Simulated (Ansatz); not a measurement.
**A hypothetical structure for LaBe4Si**

Starting from a made-up structure for LaBe4Si, the aim is the relaxed cell, its shortest contacts and, where a second run follows, its electronic structure.

Program: Ansatz 0.2.0. Level of theory: DFT, PBE, plane-wave PAW, files of the set soft_1, scalar-relativistic, no spin, cell and ions relaxed at zero pressure; PAW set soft_1, in the first sound run; inputs show where later runs differ. Results are calculated unless marked as measured.

**1. Starting point**

It takes space group Cmmm (No. 65, orthorhombic). The conventional cell has a = 5.157 Å, b = 8.142 Å, c = 3.979 Å, α = 90.00°, β = 90.00°, γ = 90.00°. Nearest to La lie 14 Be at 2.74 to 3.12 Å and 4 Si at 3.26 Å. Nearest to Si lie 8 Be at 2.39 to 2.41 Å and 4 La at 3.26 Å. Nearest to Be lie 2 Si at 2.41 Å and 4 Be at 2.47 Å. Be has 2 Si at 2.39 Å and 7 Be at 2.47 to 2.94 Å and 3 La at 2.74 to 2.90 Å nearest. Farther neighbours are not listed.

**2. Relaxation of the guess**

The guess takes its coordinates from another compound and its volume from a rule, so the cell and any free coordinates are relaxed together.

Input file input.yaml:

```yaml
crystal:
  lattice:
    - [2.5785, -4.071, 0.0]
    - [2.5785, 4.071, 0.0]
    - [0.0, 0.0, 3.979]
  atoms:
    - { symbol: La, position: [0.0, 0.0, 0.0] }
    - { symbol: Si, position: [0.5, 0.5, 0.5] }
    - { symbol: Be, position: [0.0, 0.5, 0.5] }
    - { symbol: Be, position: [0.5, 0.0, 0.5] }
    - { symbol: Be, position: [0.6636, 0.3364, 0.0] }
    - { symbol: Be, position: [0.3364, 0.6636, 0.0] }
kpoints:
  mp_grid: { grid: [6, 6, 7] }
scf:
  occupations: { method: fermi_dirac, width: 0.05 }
hamiltonian:
  xc: pbe
  pseudopotentials: { kind: paw, azcp: { folder: soft_1 } }
relax:
  f_tol: 0.015
  max_steps: 70
  cell: {}
output:
  forces: true
  stress: true
```

Command:

```bash
$ ansatz run input.yaml --threads 4 --pin off --max-ram 10240MiB --backend cpu --events-out ev --progress --plain --runs-dir out
```

Numbers of over 12 decimals in the logs are rounded to 6 here.

Log:

```text
Engine: ansatz 0.2.0, aarch64-unknown-linux-gnu
Pseudopotentials: kind: paw
Pseudopotential: La, paw, valence charge 11, recommended cutoff 420 eV (normal), soft_1/La.paw.azcp
Pseudopotential: Si, paw, valence charge 4, recommended cutoff 420 eV (normal), soft_1/Si.paw.azcp
Pseudopotential: Be, paw, valence charge 2, recommended cutoff 420 eV (normal), soft_1/Be.paw.azcp
Functional definition: PBE
  parameter kappa = 0.804
  parameter beta = 0.066725
  exchange = pbe_x(kappa = kappa, mu = beta*pi^2/3)
  correlation = pbe_c(beta = beta)
Crystal: 6 atoms, lattice volume = 83.536 Å³
Basis set: ecut = 420 eV, 1637 PW (Γ), exchange–correlation on 72×72×54 points (8 copies of the dense FFT grid, shifted against one another)
Bands: 18, of which v1, the nominal top of the filled ones, is band 12 counted from 1 (11 counted from 0)
Symmetry: 8 space group operations
Space group: Cmmm (ITA 65), of the structure as read, at distance tolerance 4.4e-5 Å
k-points: 52 of 252
Non-local potential: La, projectors of the file, l = 0: 3, l = 1: 2, l = 2: 2, l = 3: 3
Non-local potential: Si, projectors of the file, l = 0: 2, l = 1: 2, l = 2: 1
Non-local potential: Be, projectors of the file, l = 0: 2, l = 1: 2, l = 2: 1
PAW form: soft (Blöchl's): semilocal exchange-correlation on the pseudo side does not see the compensation charge
PAW one-centre angular grid: La, 590 points (default); XC on 64 Gauss nodes
PAW one-centre angular grid: Si, 110 points (default); XC on 64 Gauss nodes
PAW one-centre angular grid: Be, 110 points (default); XC on 64 Gauss nodes
Initial density: superposition of atomic densities (chi_scale 0.1, normalization cell, long waves kept (reshape's long-wave potential 0.00 eV rms))
Initial wavefunctions: pseudopotential atomic-orbital guess
Functional: x = pbe(κ = 0.804, μ = 0.219515), c = pbe(β = 0.066725)
SCF iter   1: F=—  HF=-7257.393589 eV  |F-HF|=—  |Δ(HF+E_count)|=         —  Δρ=2.15e-2  dr2=7.07e-1  ethr=3.10e-3  ⟨swp⟩=7.1  Hψ=5932  notcnv=0
preconditioner: auto → Kerker (q_TF=auto, 2.201 Å⁻¹)  [metal: Δε(μ)=0.034 eV  Ē_g=9.267 eV  σ=0.050 eV  W_gap=0.17  n_scr=16 (ndim 8)  ℏωp=18.6 eV  f_vac=0.000  D(μ)=3.09/eV (n_scr^D=22)]
SCF iter   2: F=—  HF=-7257.217006 eV  |F-HF|=—  |Δ(HF+E_count)|=   1.77e-1  Δρ=1.23e-2  dr2=2.11e-1  ethr=3.07e-3  ⟨swp⟩=1.8  Hψ=1420  notcnv=0  defer=3
SCF iter   3: F=—  HF=-7257.149131 eV  |F-HF|=—  |Δ(HF+E_count)|=   6.79e-2  Δρ=1.56e-3  dr2=1.78e-3  ethr=9.18e-4  ⟨swp⟩=2.8  Hψ=1701  notcnv=0  defer=21
SCF iter   4: F=—  HF=-7257.148884 eV  |F-HF|=—  |Δ(HF+E_count)|=   2.47e-4  Δρ=3.74e-4  dr2=1.43e-4  ethr=7.74e-6  ⟨swp⟩=2.1  Hψ=1825  notcnv=0  defer=27
SCF iter   5: F=—  HF=-7257.148862 eV  |F-HF|=—  |Δ(HF+E_count)|=   2.20e-5  Δρ=6.73e-5  dr2=6.78e-6  ethr=6.23e-7  ⟨swp⟩=2.5  Hψ=1465  notcnv=0  defer=27
SCF iter   6: F=—  HF=-7257.148873 eV  |F-HF|=—  |Δ(HF+E_count)|=   1.15e-5  Δρ=1.47e-5  dr2=3.47e-7  ethr=2.95e-8  ⟨swp⟩=2.7  Hψ=1510  notcnv=0  defer=27
SCF iter   7: F=-7257.148873 eV  HF=-7257.148873 eV  |F-HF|=6.96e-9  |Δ(HF+E_count)|=   6.74e-8  Δρ=2.96e-6  dr2=1.25e-8  ethr=4.35e-10  ⟨swp⟩=4.2  Hψ=3011  notcnv=0
SCF 1 converged in 7 iterations: F = -7257.148873 eV  dr2 = 1.25e-8
  greatest PAW one-centre occupation: 0.970 electrons in one spin orbital (limit 2), on the La atom at site 0 (counted from 0), in its partial waves of l = 0
relax step   1: F+E_penalty+E_count = -7257.14887315 eV  Δ(F+E_penalty+E_count) = +0.000e0 eV  max|allowed force component| = 1.210e-1 eV/Å  Δτ_max = 0.0000 Å  P = -2.409 GPa  Ω = 83.536 Å³  (7 SCF iters, dr2 threshold 1.00e-7 eV, accepted)
Crystal: 6 atoms, lattice volume = 80.083 Å³
Basis set: ecut = 420 eV, 1591 PW (Γ), exchange–correlation on 72×72×54 points (8 copies of the dense FFT grid, shifted against one another)
Initial density: handed on by an earlier stage of this run
Initial wavefunctions: those handed on with the density
iter 1 solved again at ethr=1.35e-4 eV; its pass at ethr=3.10e-3 eV (dr2=3.12e-2 eV) is discarded
SCF iter   1: F=—  HF=-7257.484596 eV  |F-HF|=—  |Δ(HF+E_count)|=         —  Δρ=4.90e-3  dr2=3.09e-2  ethr=1.35e-4  ⟨swp⟩=2.0  Hψ=8912  notcnv=0
preconditioner: auto → Kerker (q_TF=auto, 2.216 Å⁻¹)  [metal: Δε(μ)=0.025 eV  Ē_g=9.430 eV  σ=0.050 eV  W_gap=0.12  n_scr=20 (ndim 8)  ℏωp=19.0 eV  f_vac=0.000  D(μ)=2.82/eV (n_scr^D=20)]
SCF iter   2: F=—  HF=-7257.479015 eV  |F-HF|=—  |Δ(HF+E_count)|=   5.58e-3  Δρ=3.05e-3  dr2=1.24e-2  ethr=1.34e-4  ⟨swp⟩=2.4  Hψ=1239  notcnv=0
SCF iter   3: F=—  HF=-7257.475853 eV  |F-HF|=—  |Δ(HF+E_count)|=   3.16e-3  Δρ=3.84e-4  dr2=8.90e-5  ethr=5.37e-5  ⟨swp⟩=3.0  Hψ=1757  notcnv=0
SCF iter   4: F=—  HF=-7257.475833 eV  |F-HF|=—  |Δ(HF+E_count)|=   1.99e-5  Δρ=7.51e-5  dr2=7.53e-6  ethr=3.87e-7  ⟨swp⟩=2.1  Hψ=1491  notcnv=0
SCF iter   5: F=-7257.475832 eV  HF=-7257.475832 eV  |F-HF|=3.75e-8  |Δ(HF+E_count)|=   9.11e-7  Δρ=2.41e-5  dr2=3.30e-7  ethr=2.61e-9  ⟨swp⟩=3.4  Hψ=3982  notcnv=0
SCF 2 converged in 5 iterations: F = -7257.475832 eV  dr2 = 3.30e-7
  greatest PAW one-centre occupation: 0.969 electrons in one spin orbital (limit 2), on the La atom at site 0 (counted from 0), in its partial waves of l = 0
relax step   2: F+E_penalty+E_count = -7257.47583195 eV  Δ(F+E_penalty+E_count) = -3.270e-1 eV  max|allowed force component| = 7.437e-1 eV/Å  Δτ_max = 0.0087 Å  P = +1.764 GPa  Ω = 80.083 Å³  energy of the carried Pulay correction = +3.456e-4 eV  (5 SCF iters, dr2 threshold 6.00e-7 eV, accepted)
Crystal: 6 atoms, lattice volume = 78.807 Å³
Basis set: ecut = 420 eV, 1551 PW (Γ), exchange–correlation on 72×72×54 points (8 copies of the dense FFT grid, shifted against one another)
iter 1 solved again at ethr=1.19e-4 eV; its pass at ethr=3.10e-3 eV (dr2=2.74e-2 eV) is discarded
SCF iter   1: F=—  HF=-7257.627851 eV  |F-HF|=—  |Δ(HF+E_count)|=         —  Δρ=4.07e-3  dr2=2.76e-2  ethr=1.19e-4  ⟨swp⟩=1.8  Hψ=9022  notcnv=0
preconditioner: auto → none  [metal: Δε(μ)=0.012 eV  Ē_g=9.434 eV  σ=0.050 eV  W_gap=0.06  n_scr=8 (ndim 8)  ℏωp=19.2 eV  f_vac=0.000  D(μ)=1.92/eV (n_scr^D=8)]
SCF iter   2: F=—  HF=-7257.621204 eV  |F-HF|=—  |Δ(HF+E_count)|=   6.65e-3  Δρ=1.77e-3  dr2=4.26e-3  ethr=1.19e-4  ⟨swp⟩=3.3  Hψ=1826  notcnv=0  defer=2
SCF iter   3: F=—  HF=-7257.620262 eV  |F-HF|=—  |Δ(HF+E_count)|=   9.42e-4  Δρ=8.55e-4  dr2=4.58e-4  ethr=1.85e-5  ⟨swp⟩=2.5  Hψ=1707  notcnv=0  defer=1
SCF iter   4: F=—  HF=-7257.620237 eV  |F-HF|=—  |Δ(HF+E_count)|=   2.47e-5  Δρ=2.66e-4  dr2=4.38e-5  ethr=1.99e-6  ⟨swp⟩=2.2  Hψ=1464  notcnv=0  defer=1
SCF iter   5: F=—  HF=-7257.620241 eV  |F-HF|=—  |Δ(HF+E_count)|=   3.68e-6  Δρ=7.15e-5  dr2=4.01e-6  ethr=1.90e-7  ⟨swp⟩=2.3  Hψ=1494  notcnv=0  defer=1
SCF iter   6: F=-7257.620241 eV  HF=-7257.620241 eV  |F-HF|=2.35e-7  |Δ(HF+E_count)|=   4.13e-7  Δρ=2.06e-5  dr2=4.46e-7  ethr=2.61e-9  ⟨swp⟩=5.3  Hψ=3613  notcnv=0
SCF 3 converged in 6 iterations: F = -7257.620241 eV  dr2 = 4.46e-7
relax step   3: F+E_penalty+E_count = -7257.62024122 eV  Δ(F+E_penalty+E_count) = -1.444e-1 eV  max|allowed force component| = 5.799e-1 eV/Å  Δτ_max = 0.0776 Å  P = +3.578 GPa  Ω = 78.807 Å³  energy of the carried Pulay correction = +4.770e-4 eV  (6 SCF iters, dr2 threshold 6.00e-7 eV, accepted)
[...]
relax step   4: F+E_penalty+E_count = -7257.76526633 eV  Δ(F+E_penalty+E_count) = -1.450e-1 eV  max|allowed force component| = 2.052e-1 eV/Å  Δτ_max = 0.1126 Å  P = +0.379 GPa  Ω = 81.451 Å³  energy of the carried Pulay correction = +2.070e-4 eV  (5 SCF iters, dr2 threshold 6.00e-7 eV, accepted)
[...]
relax step   5: F+E_penalty+E_count = -7257.78190436 eV  Δ(F+E_penalty+E_count) = -1.664e-2 eV  max|allowed force component| = 1.279e-2 eV/Å  Δτ_max = 0.0554 Å  P = +0.097 GPa  Ω = 81.869 Å³  energy of the carried Pulay correction = +1.651e-4 eV  (5 SCF iters, dr2 threshold 6.00e-7 eV, accepted)
[...]
relax step   6: F+E_penalty+E_count = -7257.78226978 eV  Δ(F+E_penalty+E_count) = -3.654e-4 eV  max|allowed force component| = 1.181e-2 eV/Å  Δτ_max = 0.0002 Å  P = -0.058 GPa  Ω = 81.981 Å³  energy of the carried Pulay correction = +1.538e-4 eV  (3 SCF iters, dr2 threshold 4.49e-7 eV, accepted)
[...]
relax step   7: F+E_penalty+E_count = -7257.78233215 eV  Δ(F+E_penalty+E_count) = -6.237e-5 eV  max|allowed force component| = 5.708e-5 eV/Å  Δτ_max = 0.0013 Å  P = -0.001 GPa  Ω = 81.932 Å³  energy of the carried Pulay correction = +1.587e-4 eV  (3 SCF iters, dr2 threshold 7.00e-8 eV, accepted)
[...]
relax step   8: F+E_penalty+E_count = -7257.78372072 eV  Δ(F+E_penalty+E_count) = -1.389e-3 eV  max|allowed force component| = 4.653e-4 eV/Å  Δτ_max = 0.0000 Å  P = +0.024 GPa  Ω = 81.932 Å³  stress off target by 7.13e-2 GPa  SCF on the basis re-selected at this cell (its energy is not comparable with the rows above)  (5 SCF iters)
[...]
relax step   9: F+E_penalty+E_count = -7257.78372689 eV  Δ(F+E_penalty+E_count) = -6.171e-6 eV  max|allowed force component| = 5.302e-4 eV/Å  Δτ_max = 0.0004 Å  P = +0.003 GPa  Ω = 81.958 Å³  energy of the carried Pulay correction = -2.531e-6 eV  (3 SCF iters, dr2 threshold 1.27e-8 eV, accepted)
iter 1 solved again at ethr=2.44e-6 eV; its pass at ethr=3.10e-3 eV (dr2=5.61e-4 eV) is discarded
SCF iter   1: F=—  HF=-7257.783712 eV  |F-HF|=—  |Δ(HF+E_count)|=         —  Δρ=5.10e-6  dr2=2.03e-8  ethr=2.44e-6  ⟨swp⟩=2.5  Hψ=8058  notcnv=0
eigensolver tolerance schedule: the retry pair's looser diagonalisation over-reported the residual by 27670.77 of it (diagonalisation noise at an unbounded share of the residual, at the tolerance the schedule requests for it); recorded, not acted on — ethr = c·dr2/N_el stays at c = 1.0e-1
preconditioner: auto → Kerker (q_TF=auto, 2.208 Å⁻¹)  [metal: Δε(μ)=0.031 eV  Ē_g=9.279 eV  σ=0.050 eV  W_gap=0.15  n_scr=12 (ndim 8)  ℏωp=18.8 eV  f_vac=0.000  D(μ)=1.74/eV (n_scr^D=8)]
SCF iter   2: F=—  HF=-7257.783729 eV  |F-HF|=—  |Δ(HF+E_count)|=   1.64e-5  Δρ=2.38e-6  dr2=4.86e-9  ethr=8.81e-11  ⟨swp⟩=3.1  Hψ=2130  notcnv=0
SCF iter   3: F=—  HF=-7257.783729 eV  |F-HF|=—  |Δ(HF+E_count)|=  2.36e-10  Δρ=1.38e-6  dr2=1.72e-9  ethr=2.11e-11  ⟨swp⟩=1.0  Hψ=937  notcnv=0
SCF iter   4: F=—  HF=-7257.783729 eV  |F-HF|=—  |Δ(HF+E_count)|=  1.26e-10  Δρ=2.92e-7  dr2=8.08e-11  ethr=7.47e-12  ⟨swp⟩=1.9  Hψ=1320  notcnv=0
SCF iter   5: F=-7257.783729 eV  HF=-7257.783729 eV  |F-HF|=9.09e-13  |Δ(HF+E_count)|=  7.28e-12  Δρ=8.31e-8  dr2=6.28e-12  ethr=1.00e-12  ⟨swp⟩=4.0  Hψ=2939  notcnv=0
SCF 10 converged in 5 iterations: F = -7257.783729 eV  dr2 = 6.28e-12
relax step  10: F+E_penalty+E_count = -7257.78372866 eV  Δ(F+E_penalty+E_count) = -1.772e-6 eV  max|allowed force component| = 5.474e-4 eV/Å  Δτ_max = 0.0000 Å  P = +0.003 GPa  Ω = 81.958 Å³  stress off target by 5.74e-3 GPa  SCF on the basis re-selected at this cell (its energy is not comparable with the rows above)  (5 SCF iters)
basis re-selected at this cell: Δ(F+E_penalty+E_count) = -1.772e-6 eV, ΔP = +0.000 GPa vs the last step (what re-selecting the basis moved, of the pressure what is left beyond the Pulay correction that the steps carried, after the strain that the cell walked since its last selection, with what the two solves' SCF thresholds leave and, on support functions, any second-order correction that the steps lacked; it is no m [...]
SCF converged after 5 iterations
Free energy (F): -7257.783729 eV
Harris-Foulkes:  -7257.783729 eV  (|F-HF|=9.09e-13)
Internal energy: -7257.768784 eV  (E = F + TS)
E sigma→0 (E₀):  -7257.776256 eV
Entropy (-TS):   -0.014945 eV (-2.491 meV/atom)
Fermi energy:    9.484166 eV
--- Per-component energies (eV) ---
  E_band       = 6.272305
  E_kinetic    = 307.662393
  E_local      = -325.449433  (includes V_loc(G=0)·N_el)
  E_nonlocal   = 124.705766
  E_hartree    = 127.113031
  E_xc         = -280.321299
  E_vxc        = -274.875274  (∫ρ·V_xc dr)
  E_paw        = -6163.217289  (= ΣΔE_a)
  E_vpaw       = -79.997216  (= ΣTr[D̂ρ^β])
  E_aug_tail   = 0.000035  (compensation charges beyond the density's cutoff)
  E_ewald      = -1048.261987
  E_smearing   = -0.014945  (= −TS)
  E_closure    = -0.000000  (closes the sum)
  Σ components = -7257.783729   (vs F -7257.783729, Δ=0.00e0)
--- Forces (eV/Å), atoms counted from 1 ---
  atom   1  La     0.00000000     0.00000000     0.00000000
  atom   2  Si     0.00000000     0.00000000     0.00000000
  atom   3  Be     0.00000000     0.00000000     0.00000000
  atom   4  Be    -0.00000000     0.00000000     0.00000000
  atom   5  Be     0.00000000    -0.00054744     0.00000000
  atom   6  Be     0.00000000     0.00054744     0.00000000
  max |Σ_I F_I| component: 1.23e-32 eV/Å
--- Stress (GPa, compression-positive) ---
        0.002741       0.000000       0.000000
        0.000000      -0.000585       0.000000
        0.000000       0.000000       0.005739
  P = ⅓ Tr σ = 0.0026 GPa (0.026 kbar)
--- Relaxed structure (8 steps of the walk, 8 accepted, 2 SCFs on fresh bases) ---
  F+E_penalty+E_count = -7257.78372866 eV   max|allowed force component| = 5.474e-4 eV/Å   (the final SCF, on the basis selected at the relaxed cell)
  cell:  # Å, volume = 81.9581 Å³
    - [2.412576, -4.550000, 0.0]
    - [2.412576, 4.550000, 0.0]
    - [0.0, 0.0, 3.733098]
  atoms:
    - { symbol: La, position: [0, 0, 0.0] }
    - { symbol: Si, position: [0.5, 0.5, 0.500000] }
    - { symbol: Be, position: [0.0, 0.5, 0.500000] }
    - { symbol: Be, position: [0.5, 0.0, 0.500000] }
    - { symbol: Be, position: [0.692571, 0.307429, 0.0] }
    - { symbol: Be, position: [0.307429, 0.692571, 0.0] }
```

It took 10 s on 4 threads of Arm Neoverse V2, shared host; peak memory 0.45 GiB; 38 s of CPU time.

The steps of the relaxation:

| step | energy less that of the first step (eV) | largest force component (eV/Å) | pressure (GPa) | volume (Å³) |
| --- | --- | --- | --- | --- |
| 1 | 0.0000 | 0.1210 | -2.41 | 83.54 |
| 2 | -0.3270 | 0.7437 | 1.76 | 80.08 |
| 3 | -0.4714 | 0.5799 | 3.58 | 78.81 |
| 4 | -0.6164 | 0.2052 | 0.38 | 81.45 |
| 5 | -0.6330 | 0.0128 | 0.10 | 81.87 |
| 6 | -0.6334 | 0.0118 | -0.06 | 81.98 |
| 7 | -0.6335 | 0.0001 | 0.00 | 81.93 |
| 8* | -0.6348 | 0.0005 | 0.02 | 81.93 |
| 9 | -0.6349 | 0.0005 | 0.00 | 81.96 |
| 10* | -0.6349 | 0.0005 | 0.00 | 81.96 |

Relaxation steps marked * repeat the geometry before them on a plane-wave basis chosen anew for their cell, so energy and pressure can jump there.

The run keeps the 8 symmetry operations that it works with, so distortions that break them were not tested.

| conventional cell, symmetrised | before | after | change |
| --- | --- | --- | --- |
| a (Å) | 5.157 | 4.825 | -6.4 % |
| b (Å) | 8.142 | 9.100 | +11.8 % |
| c (Å) | 3.979 | 3.733 | -6.2 % |
| volume (Å³/atom) | 13.92 | 13.66 | -1.9 % |

The atoms that moved most (Å, as changes of fractional coordinates times the final cell):

| atom | dx | dy | dz | length |
| --- | --- | --- | --- | --- |
| Be6 | 0.000 | 0.264 | 0.000 | 0.264 |
| Be5 | 0.000 | -0.264 | 0.000 | 0.264 |

Final coordinates:

```cif
data_structure
_symmetry_space_group_name_H-M 'P 1'
_symmetry_Int_Tables_number 1
_cell_length_a 5.1501
_cell_length_b 5.1501
_cell_length_c 3.7331
_cell_angle_alpha 90.000
_cell_angle_beta 90.000
_cell_angle_gamma 124.132
_cell_volume 81.96
loop_
_atom_site_label
_atom_site_type_symbol
_atom_site_fract_x
_atom_site_fract_y
_atom_site_fract_z
_atom_site_occupancy
La1 La 0.00000 0.00000 0.00000 1
Si2 Si 0.50000 0.50000 0.50000 1
Be3 Be 0.00000 0.50000 0.50000 1
Be4 Be 0.50000 0.00000 0.50000 1
Be5 Be 0.69257 0.30743 0.00000 1
Be6 Be 0.30743 0.69257 0.00000 1
```

This step gave:

```
free energy             : -7257.7837 eV
energy at zero smearing : -7257.7763 eV
smearing term TS        : 0.01494 eV
Fermi energy            : 9.484 eV
electrons               : 23
symmetry operations     : 8
pressure                : 0.002632 GPa
```

The shortest distance of each pair, which need not be the same contact before and after:

| pair | guess (Å) | relaxed (Å) |
| --- | --- | --- |
| Be–Be | 2.473 | 2.283 |
| Be–Si | 2.394 | 2.560 |
| Be–La | 2.739 | 2.798 |
| La–Si | 3.257 | 3.050 |
| La–La | 3.979 | 3.733 |

The relaxation ends with a largest force component of 5.5e-4 eV/Å and a pressure of 0.00 GPa.

(Continued in part 2 of 2.)

[Logs are printed without paths, hosts, clocks, repeated set-up lines and the standing remarks that a program may print on its own settings, such as how far it seeks lower states.]

[Hosts, paths, dates, database ids (printed as entryN), source tags and the programs' standing remarks are cut or masked in the printed files.]
